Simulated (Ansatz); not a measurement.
# SiTe (built on the sites of a database entry of SnTe): the cell at rest

Wanted: the relaxed cell of SiTe (built on the sites of a database entry of SnTe).

Calculated with Ansatz 0.2.0; DFT LDA, scalar-relativistic, plane waves, norm-conserving pseudopotentials.

The structure was built from a prototype and need not be the compound's stable phase.

### Step 1. Set-up

Symmetry: F-43m, No. 216, cubic system. Conventional cell: a = 6.694 Å, b = 6.694 Å, c = 6.694 Å, α = 90.00°, β = 90.00°, γ = 90.00°. Nearest to Si lie 4 Te at 2.90 Å. Nearest to Te lie 4 Si at 2.90 Å. Farther neighbours and most contacts between anions are not listed.

### Step 2. A coarse first look

First a cheap look: the gap decides the mesh and the occupations, the pressure tells how far the cell has to move.

File input.yaml:

```yaml
crystal:
  lattice:
    - [0.0, 3.34681, 3.34681]
    - [3.34681, 0.0, 3.34681]
    - [3.34681, 3.34681, 0.0]
  atoms:
    - { symbol: Si, position: [0.0, 0.0, 0.0] }
    - { symbol: Te, position: [0.75, 0.75, 0.75] }
kpoints:
  mp_grid: { grid: [6, 6, 6] }
hamiltonian:
  xc: lda
  pseudopotentials: { kind: nc }
scf:
  occupations: { method: gaussian, width: 0.1 }
output:
  forces: true
  stress: true
  eigenvalues: true
```

Run with:

```console
> ansatz run input.yaml --threads 4 --pin off --max-ram 7168MiB --backend cpu --events-out ev --progress --plain --runs-dir out
```

Numbers of over 12 decimals in the logs are rounded to 6 here.

What it wrote:

```text
Engine: ansatz 0.2.0, aarch64-unknown-linux-gnu
Pseudopotentials: kind: nc
Pseudopotential: Si, nc, valence charge 4, recommended cutoff 435.38218 eV (normal), Si.nc.azcp (PseudoDojo's, or run here from an input of PseudoDojo's: the run reads no file of this project's for it)
[...]
P = ⅓ Tr σ = -3.3464 GPa (-33.464 kbar)
--- Band table (eV; the first three rows and the last of 16) ---
  k-point 0: bands = [... 6 lower, -0.1058, 2.4896, 2.4896, 2.4896, 5.3371, 5.3371, 5.3371, 8.8794]
  k-point 1: bands = [... 6 lower, -0.9185, 2.2913, 2.2913, 2.7102, 5.6582, 5.6582, 5.7544, 9.6997]
  k-point 2: bands = [... 6 lower, -2.1326, 1.9843, 1.9843, 2.5813, 6.1088, 6.1088, 7.2677, 10.3189]
  k-point 15: bands = [... 6 lower, -3.0599, 0.7766, 0.8977, 4.6684, 5.3338, 7.5752, 7.7864, 10.4461]
[key lines of the parts left out:]
SCF converged after 8 iterations
Free energy (F): -2959.865454 eV
Fermi energy:    4.660821 eV
```

The job ended after 1.8 s (4 threads of Arm Neoverse V1, shared host; peak memory 0.4 GiB; 6.6 s of CPU time).

This step gave:

| Item | Value |
| --- | --- |
| pressure | -3.346 GPa |
| volume per atom | 37.49 Å³ |
| gap on the k-mesh | 0 eV |

The coarse mesh shows no gap and a pressure of -3.3 GPa.

### Step 3. Bringing the structure to rest

The cell and atoms are relaxed, since residual forces and stress would shift the frequencies.

input.yaml, the sections that differ from step 2:

```yaml
kpoints:
  mp_grid: { grid: [10, 10, 10] }
output:
  forces: true
  stress: true
  eigenvalues: true
  write_density: true
  write_potential: true
  elf: true
  volumetric_format: npy
relax:
  adjacent_minimum: "off"
  f_tol: 0.005
  max_steps: 80
  cell: { stress_tol: 0.05 }
# crystal, hamiltonian, scf: as in step 2
```

What it wrote:

```text
[...]
Crystal: 2 atoms, lattice volume = 74.976 Å³
Basis set: ecut = 1120 eV, 6375 PW (Γ)
Bands: 14, of which v1, the nominal top of the filled ones, is band 10 counted from 1 (9 counted from 0)
Symmetry: 24 space group operations
[...]
k-points: 47 of 1000 (time reversal used)
[...]
SCF iter   1: F=—  HF=-2959.903159 eV  |F-HF|=—  |Δ(HF+E_count)|=         —  Δρ=1.29e-2  dr2=1.25e-1  ethr=3.10e-3  ⟨swp⟩=6.2  Hψ=4116  notcnv=0
[...]
SCF iter   8: F=-2959.871681 eV  HF=-2959.871681 eV  |F-HF|=5.87e-9  |Δ(HF+E_count)|=   5.50e-9  Δρ=3.87e-6  dr2=1.84e-8  ethr=5.00e-10  ⟨swp⟩=8.9  Hψ=4080  notcnv=0
SCF 1 converged in 8 iterations: F = -2959.871681 eV  dr2 = 1.84e-8
relax step   1: F+E_penalty+E_count = -2959.87168067 eV  Δ(F+E_penalty+E_count) = +0.000e0 eV  max|allowed force component| = 1.406e-15 eV/Å  Δτ_max = 0.0000 Å  P = -3.527 GPa  Ω = 74.976 Å³  (8 SCF iters, dr2 threshold 1.00e-7 eV, accepted)
Crystal: 2 atoms, lattice volume = 65.691 Å³
Basis set: ecut = 1120 eV, 5601 PW (Γ)
[...]
iter 1 solved again at ethr=1.91e-4 eV; its pass at ethr=3.10e-3 eV (dr2=3.82e-2 eV) is discarded
[...]
SCF iter   6: F=-2959.997377 eV  HF=-2959.997377 eV  |F-HF|=1.27e-8  |Δ(HF+E_count)|=   5.92e-7  Δρ=6.86e-6  dr2=2.77e-8  ethr=1.00e-9  ⟨swp⟩=12.2  Hψ=5410  notcnv=0
SCF 2 converged in 6 iterations: F = -2959.997377 eV  dr2 = 2.77e-8
relax step   2: F+E_penalty+E_count = -2959.99737725 eV  Δ(F+E_penalty+E_count) = -1.257e-1 eV  max|allowed force component| = 1.258e-15 eV/Å  Δτ_max = 0.0000 Å  P = -0.399 GPa  Ω = 65.691 Å³  energy of the carried Pulay correction = +6.970e-4 eV  (6 SCF iters, dr2 threshold 2.00e-7 eV, accepted)
Crystal: 2 atoms, lattice volume = 64.671 Å³
Basis set: ecut = 1120 eV, 5577 PW (Γ)
[...]
SCF iter   5: F=-2959.998392 eV  HF=-2959.998392 eV  |F-HF|=7.93e-9  |Δ(HF+E_count)|=   5.88e-9  Δρ=3.80e-6  dr2=1.01e-8  ethr=1.00e-9  ⟨swp⟩=11.7  Hψ=5228  notcnv=0
SCF 3 converged in 5 iterations: F = -2959.998392 eV  dr2 = 1.01e-8
relax step   3: F+E_penalty+E_count = -2959.99839186 eV  Δ(F+E_penalty+E_count) = -1.015e-3 eV  max|allowed force component| = 8.882e-16 eV/Å  Δτ_max = 0.0000 Å  P = +0.113 GPa  Ω = 64.671 Å³  energy of the carried Pulay correction = +7.837e-4 eV  (5 SCF iters, dr2 threshold 2.00e-7 eV, accepted)
[...]
relax step   4: F+E_penalty+E_count = -2959.99845029 eV  Δ(F+E_penalty+E_count) = -5.843e-5 eV  max|allowed force component| = 1.110e-15 eV/Å  Δτ_max = 0.0000 Å  P = -0.002 GPa  Ω = 64.894 Å³  energy of the carried Pulay correction = +7.646e-4 eV  (4 SCF iters, dr2 threshold 3.21e-8 eV, accepted)
[...]
SCF iter   5: F=-2959.998036 eV  HF=-2959.998036 eV  |F-HF|=6.82e-12  |Δ(HF+E_count)|=  2.91e-11  Δρ=1.87e-7  dr2=7.80e-12  ethr=1.00e-12  ⟨swp⟩=6.5  Hψ=4089  notcnv=0
SCF 5 converged in 5 iterations: F = -2959.998036 eV  dr2 = 7.80e-12
relax step   5: F+E_penalty+E_count = -2959.99803640 eV  Δ(F+E_penalty+E_count) = +4.139e-4 eV  max|allowed force component| = 1.258e-15 eV/Å  Δτ_max = 0.0000 Å  P = -0.013 GPa  Ω = 64.894 Å³  stress off target by 1.34e-2 GPa  SCF on the basis re-selected at this cell (its energy is not comparable with the rows above)  (5 SCF iters)
basis re-selected at this cell: Δ(F+E_penalty+E_count) = +4.139e-4 eV, ΔP = -0.012 GPa vs the last step (what re-selecting the basis moved, of the pressure what is left beyond the Pulay correction that the steps carried, after the strain that the cell walked since its last selection, with what the two solves' SCF thresholds leave and, on support functions, any second-order correction that the steps lacked; it is no measure of the basis error at this ecutwfc). The dense FFT grid was sized anew with the basis: this SCF ran on 50×50×50 points, the steps before it on 54×54×54, so part of this shift can come from that change (see relax.cell in the input reference). [rest of the remark cut]
SCF converged after 5 iterations
Free energy (F): -2959.998036 eV
[...]
Internal energy: -2959.994352 eV  (E = F + TS)
E sigma→0 (E₀):  -2959.996194 eV
Entropy (-TS):   -0.003685 eV (-1.842 meV/atom)
Fermi energy:    6.224752 eV
[...]
--- Stress (GPa, compression-positive) ---
       -0.013405      -0.000000      -0.000000
       -0.000000      -0.013405       0.000000
       -0.000000       0.000000      -0.013405
  P = ⅓ Tr σ = -0.0134 GPa (-0.134 kbar)
--- Band table (eV; the first three rows and the last of 47) ---
  k-point 0: bands = [... 6 lower, 2.0513, 3.6984, 3.6984, 3.6984, 6.7717, 6.7717, 6.7717, 10.5133]
  k-point 1: bands = [... 6 lower, 1.4241, 3.6012, 3.6012, 4.0484, 6.9271, 6.9271, 6.9401, 10.9021]
  k-point 2: bands = [... 6 lower, 0.3577, 3.3832, 3.3832, 4.2591, 7.2704, 7.2704, 7.6474, 11.6811]
  k-point 46: bands = [... 6 lower, -2.0312, 1.5749, 1.7510, 6.6670, 7.2294, 8.8972, 9.1792, 12.4005]
--- Relaxed structure (4 steps of the walk, 4 accepted, 1 SCFs on fresh bases) ---
  F+E_penalty+E_count = -2959.99803640 eV   max|allowed force component| = 1.258e-15 eV/Å   (the final SCF, on the basis selected at the relaxed cell)
  cell:  # Å, volume = 64.8937 Å³
    - [0, 3.189511, 3.189511]
    - [3.189511, 0, 3.189511]
    - [3.189511, 3.189511, 0]
  atoms:
    - { symbol: Si, position: [0, 0, 0] }
    - { symbol: Te, position: [0.75, 0.75, 0.75] }
```

Run time: 30 s. Hardware: 4 threads; peak memory 0.55 GiB; 1.9 min of CPU time.

Relaxation path:

| step | energy less that of the first step (eV) | largest force component (eV/Å) | pressure (GPa) | volume (Å³) |
| --- | --- | --- | --- | --- |
| 1 | 0.0000 | 0.0000 | -3.53 | 74.98 |
| 2 | -0.1257 | 0.0000 | -0.40 | 65.69 |
| 3 | -0.1267 | 0.0000 | 0.11 | 64.67 |
| 4 | -0.1268 | 0.0000 | 0.00 | 64.89 |
| 5* | -0.1264 | 0.0000 | -0.01 | 64.89 |

Relaxation steps marked * repeat the geometry before them on a plane-wave basis chosen anew for their cell, so energy and pressure can jump there.

The run keeps the 24 symmetry operations that it works with, so distortions that break them were not tested.

| conventional cell, symmetrised | before | after | change |
| --- | --- | --- | --- |
| a (Å) | 6.694 | 6.379 | -4.7 % |
| b (Å) | 6.694 | 6.379 | -4.7 % |
| c (Å) | 6.694 | 6.379 | -4.7 % |
| volume (Å³/atom) | 37.49 | 32.45 | -13.4 % |

The relaxed structure:

```
Si Te
1.0
     0.00000    3.18951    3.18951
     3.18951    0.00000    3.18951
     3.18951    3.18951    0.00000
Si Te
1 1
Direct
  0.00000 0.00000 0.00000
  0.75000 0.75000 0.75000
```

This step gave:

* pressure: -0.01340 GPa
* volume per atom: 32.45 Å³

Electrostatic potential energy in the ac plane of a cell with a along [110], b along [-110] and c along [001] of the cube at fractional y = 0.000, with atoms of Si and Te within 0.2 Å of it. With pseudopotentials it is smooth inside the atoms' cores, unlike the true potential.

Ten even steps from '_' (-76 eV) to '@' (10 eV), each cell a mean:
```
..==##@@@@@@@@@@@@@@##==..::**%%@@@@@@@@@@@@%%**::
++##%%@@@@@@@@@@@@@@%%##++**%%@@@@@@@@@@@@@@@@%%**
%%@@@@@@@@@@@@@@@@@@@@%%%%%%@@@@@@@@@@@@@@@@@@@@%%
@@@@@@@@@@@@@@@@@@@@@@@@@@@@@@@@@@@@@@@@@@@@@@@@@@
@@@@@@@@@@@@@@@@@@@@@@@@@@@@@@@@@@@@@@@@@@@@@@@@@@
@@@@@@@@@@@@@@@@@@@@@@@@@@@@@@@@@@@@@@@@@@@@@@@@@@
@@@@@@@@@@@@@@@@@@@@@@@@@@@@@@@@@@@@@@@@@@@@@@@@@@
@@@@@@@@@@@@@@@@@@@@@@@@@@@@@@@@@@@@@@@@@@@@@@@@@@
@@@@@@@@@@@@@@@@@@@@@@@@@@@@@@@@@@@@@@@@@@@@@@@@@@
@@@@@@@@@@%%%%%%@@@@@@@@@@@@@@@@@@@@%%%%@@@@@@@@@@
@@@@@@@@%%**++**%%@@@@@@@@@@@@@@%%##++++##%%@@@@@@
@@@@@@%%++..__..++%%@@@@@@@@@@@@##--____--##@@@@@@
@@@@@@%%==______==%%@@@@@@@@@@@@**..____::**@@@@@@
@@@@@@%%++..__..++%%@@@@@@@@@@@@##--____--##@@@@@@
##%%@@@@##++==++##@@@@%%####%%@@%%**++++##%%@@%%##
--++%%@@@@%%%%%%@@@@%%++--==##%%@@%%%%%%%%@@%%##==
__--##@@@@@@@@@@@@@@##--__..++%%@@@@@@@@@@@@%%++..
```
Columns run along a (9.0 Å; values clipped at the 3rd and 97th percentile), rows up along c (6.4 Å), edges of the conventional cell, whose origin can differ from the input's. Atoms in or near the plane, at fractional coordinates: Si at (0.50, 0.00), Si at (0.00, 0.00), Te at (0.75, 0.25), Te at (0.25, 0.25).

Valence density in the ac plane of a cell with a along [110], b along [-110] and c along [001] of the cube at fractional y = 0.000, with atoms of Si and Te within 0.2 Å of it. It is the smooth field of the valence electrons, not physical close to the nuclei.

Ten steps, logarithmic in the rise over the least value, from '_' (0.01 × 1e0 e/Å³) to '@' (8.34 × 1e0 e/Å³), each cell a mean:
```
..----::....__....::----..::--::....____....::--::
----::..__________..::--------::..________..::----
--::....__________....::--::::..____________..::::
......______________..........________________....
__________________________________________________
__________________________________________________
__________________________________________________
__________________________________________________
________....::....______________....::::....______
______..::------::..__________..::--------::..____
____..::==**##**==::..______..::--++****++--::..__
__..::--**@@@@@@**--::..____..::==%%@@@@%%==::..__
....::==##@@**@@##==::......::--++@@%%%%@@++--::..
::::--==**@@@@@@**==::::::::::--==%%@@@@%%==--::::
--------==**##**==--------------==++##**++==------
--------------------------------------------------
..----::::::::::::::----..::----::::::::::::----::
```
Columns run along a (9.0 Å), rows up along c (6.4 Å), edges of the conventional cell, whose origin can differ from the input's. Atoms in or near the plane, at fractional coordinates: Si at (0.50, 0.00), Si at (0.00, 0.00), Te at (0.75, 0.25), Te at (0.25, 0.25).

ELF in the ac plane of a cell with a along [110], b along [-110] and c along [001] of the cube at fractional y = 0.000, with atoms of Si and Te within 0.2 Å of it. It is the smooth field of the valence electrons, not physical close to the nuclei.

Ten even steps from '0' (0.02) to '9' (0.84), each cell a mean:
```
1586322236841278422224872
7875200025887786310013687
8752100012578764100001467
4321000001234431000000134
1100000000011110000000011
0000000000000000000000000
0000000000000000000000000
0000112110000000012210000
0012455542100001345543100
0035666665200014666666410
0156544456410036643346630
0256343446520146543445641
2355330335532246441144642
6666343436666666443345666
8987533457898987643346789
5997666667994798766667896
0597555557950188655556881
```
Columns run along a (9.0 Å), rows up along c (6.4 Å), edges of the conventional cell, whose origin can differ from the input's. Atoms in or near the plane, at fractional coordinates: Si at (0.50, 0.00), Si at (0.00, 0.00), Te at (0.75, 0.25), Te at (0.25, 0.25).

In this step the volume went from 37.49 to 32.45 Å³/atom.

### Step 4. Relaxation

The relaxation is repeated from its end on the same settings, as a check that it has come to rest.

input.yaml, the sections that differ from step 3:

```yaml
crystal:
  lattice:
    - [0.0, 3.1895109688, 3.1895109688]
    - [3.1895109688, 0.0, 3.1895109688]
    - [3.1895109688, 3.1895109688, 0.0]
  atoms:
    - { symbol: Si, position: [0.0, 0.0, 0.0] }
    - { symbol: Te, position: [0.75, 0.75, 0.75] }
output:
  forces: true
  stress: true
  eigenvalues: true
# kpoints, hamiltonian, scf, relax: as in step 3
```

What it wrote:

```text
[...]
Crystal: 2 atoms, lattice volume = 64.894 Å³
Basis set: ecut = 1120 eV, 5577 PW (Γ)
Bands: 14, of which v1, the nominal top of the filled ones, is band 10 counted from 1 (9 counted from 0)
Symmetry: 24 space group operations
[...]
k-points: 47 of 1000 (time reversal used)
[...]
k-point 46: bands = [... 6 lower, -2.0312, 1.5749, 1.7510, 6.6670, 7.2294, 8.8972, 9.1792, 12.4005]
--- Relaxed structure (1 steps of the walk, 1 accepted, 1 SCFs on fresh bases) ---
[...]
cell:  # Å, volume = 64.8937 Å³
    - [0.0, 3.1895109688, 3.1895109688]
    - [3.1895109688, 0.0, 3.1895109688]
    - [3.1895109688, 3.1895109688, 0.0]
  atoms:
    - { symbol: Si, position: [0.0, 0.0, 0.0] }
    - { symbol: Te, position: [0.75, 0.75, 0.75] }
[key lines of the parts left out:]
SCF converged after 5 iterations
Free energy (F): -2959.998036 eV
Fermi energy:    6.224751 eV
P = ⅓ Tr σ = -0.0134 GPa (-0.134 kbar)
```

The job ended after 10 s (4 threads; peak memory 0.5 GiB; 41 s of CPU time).

Little changed from the start: no atom moved by 0.005 Å and no cell edge by 0.1 %.

Numbers from this step:

| Item | Value |
| --- | --- |
| pressure | -0.01341 GPa |

In this step the volume went from 32.45 to 32.45 Å³/atom.

(Continued in part 2 of 2.)

[Logs are printed without paths, hosts, clocks, repeated set-up lines and the standing remarks that a program may print on its own settings, such as how far it seeks lower states.]

[Hosts, paths, dates, database ids (printed as entryN), source tags and the programs' standing remarks are cut or masked in the printed files.]
